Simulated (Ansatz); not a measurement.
# Formation energy and levels of the vacancy V_O (site 1) in La2O3 (P-3m1), part 2 of 2

Charge states of V_O (site 1) in La2O3 (P-3m1), set against the band edges. Model: a cell of 30 host atoms with 1 O taken out.

Ansatz; place-levels on PBEsol runs: charge-transition levels and formation energies with image-charge correction and potential alignment at the atomic sites; PAW set soft_1.

So far: The starting structure; The runs of each charge state; place-levels, PBEsol.

**3. place-levels, PBEsol (continued)**

Levels between the charges placed, in eV above the valence top:

|  | gap (eV) | (+2/+1) | (+1/0) | (0/−1) |
| --- | --- | --- | --- | --- |
| PBEsol | 3.78 | 1.91 | 3.04 | 3.76 |

Corrections by state:

| charge | moment (μB) | image terms and alignment (eV) | band filling (eV) | ε used | over the lowest of its charge, as the program ranks them, band filling apart (eV) |
| --- | --- | --- | --- | --- | --- |
| +2 | 0.0 | 0.529 | - | principal values (26.30, 26.30, 27.07) | 0.000 |
| +1 | 1.0 | 0.087 | - | principal values (26.30, 26.30, 27.07) | 0.000 |
| 0 | 0.0 | 0.000 | - | - | 0.000 |
| −1 | 1.0 | 0.114 | - | principal values (26.30, 26.30, 27.07) | 0.000 |
| 0 | 2.0 | 0.000 | - | - | 0.548 |

The charged structures listed were also run neutral, and place-levels reads from each pair, by the potential or the spins, how wide the charge is by which they differ; that can be the carrier of either run.

| charge | rms radius (Å) | spread where it is widest against the cell (Å) | wide from (Å) | reading |
| --- | --- | --- | --- | --- |
| +2 | 2.5 | 1.13 | 1.02 | wide |
| +1 | 2.1 | 1.07 | 1.02 | wide |
| −1 | 2.5 | 1.34 | 1.02 | wide |

The neutral runs of these pairs need not share the spin of the lowest neutral state, and very wide values only mean spread over the cell.

From the program's caveats on the states, each cut to its opening words:

- charge +2, +1 (1 μB): it parts from the run at its places by a charge that spreads by about 1.1 Å along one vector (1 Å or more is wide), by its potential at epsilon [4.91, 4.91, [...]
- charge +2: its alignment with the host at atomic sites is doubtful: the mean over the far sites moves by -0.0517 eV from their farther parts to their nearer, more than [...]
- charge +2: the far atoms show a dipole or second moment of the defect's charge, for which the correction takes or leaves out 0.536 eV: further moments aren't read, and [...]
- charge +2: its sublattices stand up to 0.0421 Å off the host's, which by the two runs' forces adds about -0.05 eV to its energy against the host's, and moves the band [...]
- charge +1 (1 μB): the far atoms show a dipole or second moment of the defect's charge, for which the correction takes or leaves out 0.189 eV: further moments aren't read, and [...]
- charge +1 (1 μB): its sublattices stand up to 0.0226 Å off the host's, which by the two runs' forces adds about -0.02 eV to its energy against the host's, and moves the band [...]
- charge 0: its sublattices stand up to 0.0136 Å off the host's, which by the two runs' forces adds about -0.01 eV to its energy against the host's, and moves the band [...]
- charge −1 (1 μB): it parts from the run at its places by a charge that spreads by about 1.3 Å along one vector (1 Å or more is wide), by its potential at epsilon [4.91, 4.91, [...]
- charge −1 (1 μB): the far atoms show a dipole or second moment of the defect's charge, for which the correction takes or leaves out 0.117 eV: further moments aren't read, and [...]
- charge −1 (1 μB): its sublattices stand up to 0.0246 Å off the host's, which by the two runs' forces adds about -0.01 eV to its energy against the host's, and moves the band [...]
- charge −1 (1 μB): its displacements don't fall off away from the defect: farther atoms stand 0.032 Å off the host's places
- charge 0 (2 μB): its sublattices stand up to 0.0420 Å off the host's, which by the two runs' forces adds about -0.02 eV to its energy against the host's, and moves the band [...]
- charge 0 (2 μB): its moments are held at its close (magnetization.spin_locking), by a field of 0.115 eV a Bohr magneton, and its energy and levels are of the state that this [...]

The host's formation energy from the elements is -3.461 eV per atom; it sets how far the chemical potentials can move.

Limit set by the element alone; other compounds of these elements are not counted. Chemical potentials from the elements' reference states: La 0.00 eV, O -5.77 eV. Formation energies (La-rich), with the Fermi level at the valence top and at the conduction bottom (gap 3.78 eV):

| charge | at valence top (eV) | at conduction bottom (eV) | correction included (eV) |
| --- | --- | --- | --- |
| +2 | -4.41 | 3.14 | 0.53 |
| +1 | -2.50 | 1.28 | 0.09 |
| 0 | 0.54 | 0.54 | 0.00 |
| −1 | 4.31 | 0.53 | 0.11 |

Fermi level (eV), lowest formation energy (eV) and a bar from the least value:
```
     0.00      -4.41 
     0.34      -3.73 ####
     0.69      -3.04 ########
     1.03      -2.35 ############
     1.37      -1.67 #################
     1.72      -0.98 #####################
     2.06      -0.44 ########################
     2.41      -0.09 ##########################
     2.75       0.25 ############################
     3.09       0.54 ##############################
     3.43       0.54 ##############################
     3.78       0.53 ##############################
```

Limit set by the element alone; other compounds of these elements are not counted. Chemical potentials from the elements' reference states: O 0.00 eV, La -8.65 eV. Formation energy by charge state (O-rich; gap 3.78 eV):

| charge | at valence top (eV) | at conduction bottom (eV) | correction included (eV) |
| --- | --- | --- | --- |
| +2 | 1.36 | 8.91 | 0.53 |
| +1 | 3.27 | 7.05 | 0.09 |
| 0 | 6.31 | 6.31 | 0.00 |
| −1 | 10.08 | 6.30 | 0.11 |

(Fermi level (eV), lowest formation energy (eV)): (0.00, 1.36), (0.34, 2.04), (0.69, 2.73), (1.03, 3.41), (1.37, 4.10), (1.72, 4.79), (2.06, 5.33), (2.41, 5.67), (2.75, 6.02), (3.09, 6.31), (3.43, 6.31), (3.78, 6.30)

**4. Effect of the sampling**

The relaxations' own energies give the levels at their sampling, for comparison.

File levels.relax_mesh.yaml:

```yaml
host:
  run: host.relax.run
  levels_from: { run: edges.relax.run }
states: [qm1_M1.relax.run, q0.relax.run, qp1_M1.relax.run, qp2.relax.run, q0_M2.relax.run]
chemical_potentials:
  O:
    energy: -558.291301
    dataset: <sha256 of the dataset>
```

Run with:

```
$ ansatz place-levels levels.relax_mesh.yaml -- --threads 4 --pin off --max-ram 7536MiB
```

Output:

```text
(+2/+1) 1.900 eV above the valence edge, 1.878 eV under the conduction edge
(+1/0) 2.995 eV above the valence edge, 0.783 eV under the conduction edge
(0/-1) 3.704 eV above the valence edge, 0.074 eV under the conduction edge
formation energy of charge +2: +1.327 eV with the Fermi level at the valence edge
formation energy of charge +1: +3.227 eV with the Fermi level at the valence edge
formation energy of charge 0: +6.222 eV with the Fermi level at the valence edge
formation energy of charge -1: +9.926 eV with the Fermi level at the valence edge
  edges by pbesol of host.levels_from (edges.relax.run), its mesh sampled to repeats of 30.21 Å (the valence edge +0.053 eV and the conduction edge -0.107 eV from those of the host's own run), gap 3.778 eV; the host is sampled to repeats of 6.77 Å
[... the lines on each state left out ...]
```

Wall time 0.2 s (4 threads of Arm Neoverse V1, shared host).

Levels between neighbouring charges, in eV above the valence top:

|  | gap (eV) | (+2/+1) | (+1/0) | (0/−1) |
| --- | --- | --- | --- | --- |
| one point at (¼, ¼, ¼) | 3.78 | 1.90 | 3.00 | 3.70 |
| a 2×2×2 shifted mesh | 3.78 | 1.91 | 3.04 | 3.76 |

Going from one point at (¼, ¼, ¼) to a 2×2×2 shifted mesh moves the levels that carry no band-filling term by up to 0.06 eV and formation energies against the elements by up to 0.15 eV.

**5. Summary of results**

```
gap of the host                                                          : 3.78 eV (PBEsol)
level (plus 2/plus 1)                                                    : 1.91 eV above the valence top
level (plus 1/0)                                                         : 3.04 eV above the valence top
level (0/minus 1)                                                        : 3.76 eV above the valence top
lowest of the charges placed, just above the valence top (0.02 eV)       : +2
lowest of the charges placed, just below the conduction bottom (0.02 eV) : 0
lowest formation energy at mid-gap of the charges run, La-rich           : -0.64 eV
lowest formation energy at mid-gap of the charges run, O-rich            : 5.13 eV
```

Of the charges placed (−1, 0, +1 and +2), the lowest changes at 1.91 eV (+2/+1) and 3.04 eV (+1/0) above the valence top, in a gap of 3.78 eV. (0/−1) lies 0.01 eV from a band edge, less than the doubt on such levels. Charges above +2 were not placed, so these runs say nothing of levels that involve them. States placed: +2 at 0 μB; +1 at 1 μB; 0 at 0 μB and 2 μB; −1 at 1 μB. Other spin states or structures, where not listed, weren't placed. Going from one point at (¼, ¼, ¼) to a 2×2×2 shifted mesh moves the levels that carry no band-filling term by up to 0.06 eV and formation energies against the elements by up to 0.15 eV. The program doubts the alignment of potentials for at least one state, a sign that the cell is small. Keep in mind: the images are only 6.8 Å apart; PBEsol makes the gap too small and tends to spread out bound carriers; where a gas molecule sets a chemical potential or the host's formation energy, its binding is uncorrected; spin–orbit coupling, which can matter with heavy atoms, is left out; force components of up to 0.22 eV/Å remain in a run at the final settings.

[Logs are printed without paths, hosts, clocks, repeated set-up lines and the standing remarks that a program may print on its own settings, such as how far it seeks lower states.]

[Hosts, paths, dates, database ids (printed as entryN), source tags and the programs' standing remarks are cut or masked in the printed files.]

[Where a table of states has a column of steps, it counts the stored structures, which are thinned; the runs took as many ionic steps or more.]

[A defect's name tells the site on which it was built; relaxed atoms can leave that site.]

[For some hosts the program warned that the k-mesh of the response run may be too coarse for force constants and the static dielectric constant; such warnings are not shown here.]
